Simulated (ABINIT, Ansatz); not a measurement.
An input for ABINIT 10.8.3 (PNO (P3_2)):

```
acell 3*1.0 Angstrom
rprim 
  4.783611555019 -0.000000000004 0.000000000000
  -2.391805777506 4.142729128486 0.000000000000
  0.000000000000 0.000000000000 5.281207000000
ntypat 3
znucl 15 7 8
natom 9
typat 1 1 1 2 2 2 3 3 3
xred 
  0.985906000000 0.461916000000 0.328176000000
  0.538084000000 0.523990000000 0.994842666667
  0.476010000000 0.014094000000 0.661509333333
  0.388331000000 0.260582000000 0.782152000000
  0.872251000000 0.611669000000 0.115485333333
  0.739418000000 0.127749000000 0.448818666667
  0.146478000000 0.720287000000 0.556338000000
  0.279713000000 0.426191000000 0.223004666667
  0.573809000000 0.853522000000 0.889671333333
pp_dirpath "pseudos"
pseudos "P.upf, N.upf, O.upf"
ecut 36
ngkpt 3 3 1
nshiftk 1
shiftk 0 0 0
kptopt 1
chksymbreak 0
iscf -2
irdden 1
istwfk *1
nband 101
nbdbuf 8
tolwfr 1e-09
nstep 60
prtvol 0
indata_prefix "in"
outdata_prefix "out"
tmpdata_prefix "tmp"
```

```sh
OMP_NUM_THREADS=1 mpirun -n 4 abinit run.abi > log
```

Estimate wall time and host memory on 4 MPI ranks of Intel Xeon Platinum 8559C (Emerald Rapids), shared host.

It took 24 s; on shared hardware allow 12 s to 49 s. Peak host memory was 0.37 GiB.

[Paths, hosts, dates, memory and timing lines, banners, echoed tables and standing remarks are left out of the program output.]

[Logs are printed without paths, hosts, clocks, repeated set-up lines and the standing remarks that a program may print on its own settings, such as how far it seeks lower states.]

[Runs of the session that timed out or met a known fault of the program may be left out.]

[No measured gap is set beside runs whose start may be inverted or whose files or cutoffs have a known fault.]

[Hosts, paths, dates, database ids (printed as entryN), source tags and the programs' standing remarks are cut or masked in the printed files.]

[G0W0 gaps are taken among the corrected bands and points alone; a level outside them can change the order at an edge.]

[Where Ansatz stands beside ABINIT at settings called matched, ABINIT's density can come from a denser mesh and the files from another edition; pairs whose starting gaps differed by over 0.03 eV were left out, so agreement reads better than it is.]
